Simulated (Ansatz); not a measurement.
# SiC(10-10)/MgS(100) interface (76 atoms): repeated cells from small to large

How do plane waves and support functions scale when SiC(10-10)/MgS(100) interface (76 atoms) is repeated?

Main program and level: Ansatz 0.2.0; Kohn-Sham DFT, PBE, PAW (set soft_2), plane waves.

## 1. Starting point

The cell holds 76 atoms: 24 Si, 24 C, 14 Mg and 14 S. Its edges and angles: a = 11.823 Å, b = 7.958 Å, c = 10.748 Å, α = 90.0°, β = 90.0°, γ = 98.0°. It derives from SiC and MgS. Wurtzite SiC(10-10), 2 repeat layers, 6 surface cells, strained -0.00 and +0.00 %; rock-salt MgS(100), 2 layers, 7 cells, +1.68 and -3.21 %; outer planes 2.43 Å apart and 2.15 Å at the second interface of the periodic stack; not relaxed, displaced by a Gaussian of 0.02 Å. Regions: SiC, 48 atoms (24 Si and 24 C); MgS, 28 atoms (14 Mg and 14 S).

What the set-up can't give: The host structure and its lattice constant were typed by rule, without a check against the phase diagram.

## 2. Plane waves, typed cell on a dense mesh

The typed cell on a k-mesh is the yardstick: it samples like Γ on the cell repeated as often as the mesh has points along each axis. Its own convergence isn't tested.

input.yaml

```yaml
crystal:
  lattice:
    - [11.8227, 0.0, 0.0]
    - [-1.10952, 7.88027, 0.0]
    - [0.0, 0.0, 10.74772]
  atoms:
    - { symbol: Si, position: [0.66589, 0.33604, 0.99843] }
    - { symbol: C, position: [0.7937, 0.46316, 0.08219] }
    - { symbol: Si, position: [0.9169, 0.33836, 0.08399] }
    - { symbol: C, position: [0.87493, 0.13036, 4.0e-05] }
    - { symbol: Si, position: [0.75322, 0.49907, 0.24663] }
    - { symbol: C, position: [0.70844, 0.29309, 0.33509] }
    - { symbol: Si, position: [0.83559, 0.1648, 0.33062] }
    - { symbol: C, position: [0.95773, 0.29252, 0.24775] }
    - { symbol: Si, position: [0.16502, 0.33146, 0.9981] }
    - { symbol: C, position: [0.29277, 0.45962, 0.08494] }
    - { symbol: Si, position: [0.41843, 0.3378, 0.07899] }
    - { symbol: C, position: [0.37568, 0.12489, 0.99625] }
    - { symbol: Si, position: [0.25142, 0.50328, 0.24918] }
    - { symbol: C, position: [0.20933, 0.29365, 0.33007] }
    - { symbol: Si, position: [0.33602, 0.17126, 0.32973] }
    - { symbol: C, position: [0.4602, 0.2968, 0.24687] }
    - { symbol: Si, position: [0.50335, 0.00407, 0.99962] }
    - { symbol: C, position: [0.62935, 0.13007, 0.08277] }
    - { symbol: Si, position: [0.75258, 0.00149, 0.08413] }
    - { symbol: C, position: [0.70965, 0.79391, 0.99921] }
    - { symbol: Si, position: [0.58621, 0.17144, 0.24612] }
    - { symbol: C, position: [0.5427, 0.96309, 0.33089] }
    - { symbol: Si, position: [0.66816, 0.83917, 0.33377] }
    - { symbol: C, position: [0.79179, 0.96245, 0.24986] }
    - { symbol: Si, position: [0.99967, 0.00297, 0.00174] }
    - { symbol: C, position: [0.12833, 0.12561, 0.08285] }
    - { symbol: Si, position: [0.25289, 0.00489, 0.08513] }
    - { symbol: C, position: [0.2075, 0.78804, 0.99966] }
    - { symbol: Si, position: [0.0826, 0.16906, 0.24701] }
    - { symbol: C, position: [0.04533, 0.95647, 0.33121] }
    - { symbol: Si, position: [0.16992, 0.83974, 0.33261] }
    - { symbol: C, position: [0.29353, 0.96144, 0.2473] }
    - { symbol: Si, position: [0.33594, 0.67225, 0.99978] }
    - { symbol: C, position: [0.46226, 0.79064, 0.08313] }
    - { symbol: Si, position: [0.58585, 0.67243, 0.08237] }
    - { symbol: C, position: [0.54256, 0.46161, 0.99908] }
    - { symbol: Si, position: [0.41666, 0.83531, 0.24734] }
    - { symbol: C, position: [0.37768, 0.62701, 0.33048] }
    - { symbol: Si, position: [0.50231, 0.50128, 0.3303] }
    - { symbol: C, position: [0.62744, 0.62628, 0.24978] }
    - { symbol: Si, position: [0.83391, 0.67076, 0.00244] }
    - { symbol: C, position: [0.95978, 0.79223, 0.08227] }
    - { symbol: Si, position: [0.08465, 0.6653, 0.08731] }
    - { symbol: C, position: [0.04356, 0.45922, 0.99867] }
    - { symbol: Si, position: [0.91716, 0.83523, 0.24527] }
    - { symbol: C, position: [0.87665, 0.62522, 0.3307] }
    - { symbol: Si, position: [0.00185, 0.5038, 0.32959] }
    - { symbol: C, position: [0.12753, 0.62475, 0.24637] }
    - { symbol: Mg, position: [0.49367, 0.46175, 0.55664] }
    - { symbol: S, position: [0.42179, 0.75042, 0.55606] }
    - { symbol: Mg, position: [0.4248, 0.75192, 0.80309] }
    - { symbol: S, position: [0.20931, 0.61117, 0.80263] }
    - { symbol: Mg, position: [0.20608, 0.60626, 0.55561] }
    - { symbol: S, position: [0.13648, 0.89124, 0.55499] }
    - { symbol: Mg, position: [0.13565, 0.88917, 0.79911] }
    - { symbol: S, position: [0.92296, 0.75357, 0.80382] }
    - { symbol: Mg, position: [0.92204, 0.74879, 0.55774] }
    - { symbol: S, position: [0.85136, 0.03514, 0.55933] }
    - { symbol: Mg, position: [0.85139, 0.04312, 0.79899] }
    - { symbol: S, position: [0.6366, 0.89575, 0.79861] }
    - { symbol: Mg, position: [0.63805, 0.89496, 0.55695] }
    - { symbol: S, position: [0.56481, 0.17809, 0.55388] }
    - { symbol: Mg, position: [0.56357, 0.18249, 0.80102] }
    - { symbol: S, position: [0.35117, 0.03664, 0.79717] }
    - { symbol: Mg, position: [0.34647, 0.03724, 0.56007] }
    - { symbol: S, position: [0.27654, 0.32342, 0.55349] }
    - { symbol: Mg, position: [0.28051, 0.32134, 0.80021] }
    - { symbol: S, position: [0.06538, 0.18049, 0.79865] }
    - { symbol: Mg, position: [0.06456, 0.17988, 0.55561] }
    - { symbol: S, position: [0.99297, 0.46908, 0.55609] }
    - { symbol: Mg, position: [0.9944, 0.4661, 0.80178] }
    - { symbol: S, position: [0.77828, 0.32284, 0.80124] }
    - { symbol: Mg, position: [0.77733, 0.32466, 0.55566] }
    - { symbol: S, position: [0.7121, 0.61033, 0.55793] }
    - { symbol: Mg, position: [0.70791, 0.60524, 0.80007] }
    - { symbol: S, position: [0.49145, 0.46972, 0.80153] }
kpoints:
  mp_grid: { grid: [3, 5, 3] }
hamiltonian:
  xc: pbe
scf:
  occupations: { method: fermi_dirac, width: 0.025 }
output:
  forces: true
  stress: true
  populations: intrinsic
  dos:
    method: { smearing: { sigma: 0.15 } }
    de: 0.1
    projected:
      site_lists:
        C: [C]
        Mg: [Mg]
        S: [S]
        Si: [Si]
        SiC: [0, 1, 2, 3, 4, 5, 6, 7, 8, 9, 10, 11, 12, 13, 14, 15, 16, 17, 18, 19, 20, 21, 22, 23, 24, 25, 26, 27, 28, 29, 30, 31, 32, 33, 34, 35, 36, 37, 38, 39, 40, 41, 42, 43, 44, 45, 46, 47]
        MgS: [48, 49, 50, 51, 52, 53, 54, 55, 56, 57, 58, 59, 60, 61, 62, 63, 64, 65, 66, 67, 68, 69, 70, 71, 72, 73, 74, 75]
  eigenvalues: true
```

Launch:

```bash
> ansatz run input.yaml --threads 4 --pin off --max-ram 8192MiB --backend cpu --events-out ev --progress --plain --runs-dir out
```

Numbers of over 12 decimals in the logs are rounded to 6 here.

Output:

```text
Engine: ansatz 0.2.0, aarch64-unknown-linux-gnu
Pseudopotentials: kind: paw
Pseudopotential: Si, paw, valence charge 4, recommended cutoff 420 eV (normal), Si.paw.azcp
Pseudopotential: C, paw, valence charge 4, recommended cutoff 420 eV (normal), C.paw.azcp
Pseudopotential: Mg, paw, valence charge 10, recommended cutoff 420 eV (normal), Mg.paw.azcp
Pseudopotential: S, paw, valence charge 6, recommended cutoff 420 eV (normal), S.paw.azcp
[... 5 lines on functional and potentials left out ...]
Crystal: 76 atoms, lattice volume = 1001.323 Å³
Basis set: ecut = 420 eV, 19535 PW (Γ), exchange–correlation on 160×108×144 points (8 copies of the dense FFT grid, shifted against one another)
Bands: 284, of which v1, the nominal top of the filled ones, is band 208 counted from 1 (207 counted from 0)
Symmetry: 1 space group operations
Space group: P1 (ITA 1), of the structure as read, at distance tolerance 1.0e-4 Å
k-points: 23 of 45 (time reversal used)
[... 9 lines on functional and potentials left out ...]
Initial density: superposition of atomic densities (neutral atoms: chi_scale 0, normalization atom), corrected by the library's trained network
Initial wavefunctions: pseudopotential atomic-orbital guess
Functional: x = pbe(κ = 0.804, μ = 0.219515), c = pbe(β = 0.066725)
SCF iter   1: F=—  HF=-60851.795591 eV  |F-HF|=—  |Δ(HF+E_count)|=         —  Δρ=6.60e-3  dr2=1.35e0  ethr=1.77e-3  ⟨swp⟩=6.1  Hψ=28244  notcnv=0  defer=1129
preconditioner: auto → Kerker (q_TF=auto, 2.357 Å⁻¹)  [metal: Δε(μ)=0.004 eV  Ē_g=10.411 eV  σ=0.025 eV  W_gap=0.04  n_scr=204 (ndim 8)  ℏωp=20.5 eV  f_vac=0.000  D(μ)=16.12/eV (n_scr^D=78)]
SCF iter   2: F=—  HF=-60851.693331 eV  |F-HF|=—  |Δ(HF+E_count)|=   1.02e-1  Δρ=3.29e-3  dr2=4.93e-1  ethr=3.25e-4  ⟨swp⟩=1.0  Hψ=7521  notcnv=0  defer=1417
SCF iter   3: F=—  HF=-60851.646125 eV  |F-HF|=—  |Δ(HF+E_count)|=   4.72e-2  Δρ=8.92e-4  dr2=6.35e-2  ethr=1.18e-4  ⟨swp⟩=2.0  Hψ=5347  notcnv=0  defer=1443
SCF iter   4: F=—  HF=-60851.639324 eV  |F-HF|=—  |Δ(HF+E_count)|=   6.80e-3  Δρ=4.04e-4  dr2=1.21e-2  ethr=1.53e-5  ⟨swp⟩=3.0  Hψ=10067  notcnv=0  defer=1458
SCF iter   5: F=—  HF=-60851.637779 eV  |F-HF|=—  |Δ(HF+E_count)|=   1.54e-3  Δρ=1.74e-4  dr2=2.18e-3  ethr=2.90e-6  ⟨swp⟩=2.3  Hψ=9870  notcnv=0  defer=1458
SCF iter   6: F=—  HF=-60851.637500 eV  |F-HF|=—  |Δ(HF+E_count)|=   2.79e-4  Δρ=6.24e-5  dr2=2.30e-4  ethr=5.23e-7  ⟨swp⟩=2.3  Hψ=6221  notcnv=0  defer=1458
SCF iter   7: F=—  HF=-60851.637483 eV  |F-HF|=—  |Δ(HF+E_count)|=   1.75e-5  Δρ=2.51e-5  dr2=3.24e-5  ethr=5.53e-8  ⟨swp⟩=2.3  Hψ=6575  notcnv=0  defer=1458
SCF iter   8: F=—  HF=-60851.639087 eV  |F-HF|=—  |Δ(HF+E_count)|=   1.60e-3  Δρ=1.20e-5  dr2=6.93e-6  ethr=7.78e-9  ⟨swp⟩=2.3  Hψ=11126  notcnv=0  defer=1458
SCF iter   9: F=—  HF=-60851.639086 eV  |F-HF|=—  |Δ(HF+E_count)|=   6.91e-7  Δρ=4.75e-6  dr2=1.13e-6  ethr=1.67e-9  ⟨swp⟩=2.0  Hψ=5599  notcnv=0  defer=1458
SCF iter  10: F=—  HF=-60851.639086 eV  |F-HF|=—  |Δ(HF+E_count)|=   1.38e-7  Δρ=1.89e-6  dr2=1.68e-7  ethr=2.71e-10  ⟨swp⟩=3.0  Hψ=9811  notcnv=0  defer=1458
SCF iter  11: F=-60851.639086 eV  HF=-60851.639086 eV  |F-HF|=2.63e-8  |Δ(HF+E_count)|=   1.46e-8  Δρ=6.73e-7  dr2=3.07e-8  ethr=2.40e-11  ⟨swp⟩=12.8  Hψ=33083  notcnv=0
SCF 1 converged in 11 iterations: F = -60851.639086 eV  dr2 = 3.07e-8
  greatest PAW one-centre occupation: 1.000 electrons in one spin orbital (limit 2), on the Mg atom at site 50 (counted from 0), in its partial waves of l = 0
SCF converged after 11 iterations
Free energy (F): -60851.639086 eV
Harris-Foulkes:  -60851.639086 eV  (|F-HF|=2.63e-8)
Internal energy: -60851.601483 eV  (E = F + TS)
E sigma→0 (E₀):  -60851.620284 eV
Entropy (-TS):   -0.037603 eV (-0.495 meV/atom)
Fermi energy:    9.045383 eV
--- Per-component energies (eV) ---
  E_band       = -3920.434918
  E_kinetic    = 5789.063156
  E_local      = -26962.556062  (includes V_loc(G=0)·N_el)
  E_nonlocal   = 2982.989017
  E_hartree    = 9659.473808
  E_xc         = -4297.800046
  E_vxc        = -4373.282305  (∫ρ·V_xc dr)
  E_paw        = -27181.386458  (= ΣΔE_a)
  E_vpaw       = -675.602860  (= ΣTr[D̂ρ^β])
  E_aug_tail   = 0.000292  (compensation charges beyond the density's cutoff)
  E_ewald      = -20841.385190
  E_smearing   = -0.037603  (= −TS)
  E_closure    = 0.000000  (closes the sum)
  Σ components = -60851.639086   (vs F -60851.639086, Δ=0.00e0)
--- Forces (eV/Å), atoms counted from 1 ---
  atom   1  Si     1.35578494     0.51803273     2.03664547
  atom   2  C     -0.70199837    -0.59261032    -1.58052717
  atom   3  Si     0.93757020    -0.49809079    -2.00335492
  atom   4  C      0.58212200    -1.73259162     1.07010567
  atom   5  Si     0.07687727     0.29542096     2.76727131
  atom   6  C      1.85020082    -0.31076713    -1.35311475
  atom   7  Si    -1.88709867     0.91525651    -1.37477501
  atom   8  C      0.72375683    -0.02363546     1.78916611
  atom   9  Si    -1.02490630     1.02793247     1.96408109
  atom  10  C      0.76058624     0.17060653    -1.69604310
  atom  11  Si    -0.76875055    -0.43942488    -0.02894199
  atom  12  C      1.04964595     0.21101935     1.24050211
  atom  13  Si     0.57673639    -0.63730149     1.49967992
  atom  14  C     -0.20790315    -0.32061019    -1.64368258
[...]
atom  75  Mg    -0.81509244     0.65115800    -1.31828893
  atom  76  S     -0.00221194    -0.40067321     0.78456540
  max |Σ_I F_I| component: 5.48e-5 eV/Å
--- Stress (GPa, compression-positive) ---
        1.202993       0.249083       0.338992
        0.249081       3.653547      -0.184337
        0.338992      -0.184337       5.464707
  P = ⅓ Tr σ = 3.4404 GPa (34.404 kbar)
--- Band table (eV; the first three rows and the last of 23) ---
  k-point 0: bands = ["-67.7022", "-67.5258", "-67.5201", "-67.3784", [... 268 levels ...], "14.9090", "14.9400", "14.9794", "15.1058", "15.1137", "15.1397", "15.1764", "15.2498", "15.2830", "15.3327", "15.3696", "15.4092"]
[...]
--- intrinsic populations: 76 sites ---
  site symbol       q [e]
     0     Si      3.2848
     1      C      5.0257
     2     Si      2.9766
[...]
75      S      6.9098
  spilling = 0.000000 (of n_electrons = 416.000000)
```

Run time: 9.8 min. Hardware: 4 threads of Arm Neoverse V2, shared host; peak memory 6.9 GiB; 39 min of CPU time.

Read from the output:

| Quantity | Value |
| --- | --- |
| free energy | -60851.6391 eV |
| free energy per atom | -800.6795 eV/atom |
| SCF cycles | 11 |
| pressure | 3.44 GPa |
| r.m.s. force component | 1.063 eV/Å |
| longest force | 3.085 eV/Å |
| Fermi energy | 9.045 eV |
| levels partly filled by over 2 per cent | 38 |

The r.m.s. force component of 1.1 eV/Å sets the scale for the differences below.

## 3. Plane waves, 76 atoms

The typed cell is solved at Γ alone, the coarsest sampling of the series.

input.yaml, the sections that differ from step 2:

```yaml
kpoints:
  mp_grid: { grid: [1, 1, 1] }
output:
  forces: true
# crystal, hamiltonian, scf: as in step 2
```

Run time: 5.7 s. Hardware: 4 threads; peak memory 1.1 GiB.

It converged in 10 SCF cycles; the log is left out.

The energy lies 15.1 meV/atom above the dense-mesh reference.

## 4. Support functions, 76 atoms

The typed cell is solved at Γ alone, now in support functions.

This step: Kohn-Sham DFT, PBE, PAW (set soft_2), localised support functions (medium) (Ansatz 0.2.0).

Edit input.yaml of step 3 so:

```diff
@@ -13,2 +13,4 @@
   occupations: { method: fermi_dirac, width: 0.025 }
+  eigensolver: { kind: { support_functions: { accuracy: medium } } }
+  max_iter: 150
 output:
```

Elapsed: 55 s, on 4 threads; peak memory 2.1 GiB; 3.5 min of CPU time.

The program notes that the band table was not solved further than the SCF left it and it switched symmetry off.

It converged in 11 SCF cycles; the log is left out.

The energy lies 13.8 meV/atom above the dense-mesh reference, and 1.3 meV/atom below plane waves of the same size, an offset between the two bases that leaves the sampling error alike.

## 5. Plane waves, 152 atoms

The cell is repeated and solved at Γ in plane waves, whose cost grows towards the cube of the size.

This step: Kohn-Sham DFT, PBE, PAW (set soft_2), plane waves (Ansatz 0.2.0).

input.yaml, the sections that differ from step 4:

```yaml
crystal:
  lattice:
    - [11.8227, 0.0, 0.0]
    - [-1.10952, 7.88027, 0.0]
    - [0.0, 0.0, 10.74772]
  atoms:
    [... the 76 atom lines of step 2 ...]
  supercell: [1, 2, 1]
scf:
  occupations: { method: fermi_dirac, width: 0.025 }
# kpoints, hamiltonian, output: as in step 4
```

Wall time 25 s (4 threads); peak memory 2.9 GiB; 97 s of CPU time.

The program repeats the typed cell 1×2×1 times, 152 atoms in all; totals in the log are those of the whole repeated cell, and force differences are taken after averaging over the copies of each atom.

It converged in 10 SCF cycles; the log is left out.

The energy lies 4.95 meV/atom above the dense-mesh reference.

(Part 1 of 2 ends here.)

[Logs are printed without paths, hosts, clocks, repeated set-up lines and the standing remarks that a program may print on its own settings, such as how far it seeks lower states.]

[Hosts, paths, dates, database ids (printed as entryN), source tags and the programs' standing remarks are cut or masked in the printed files.]
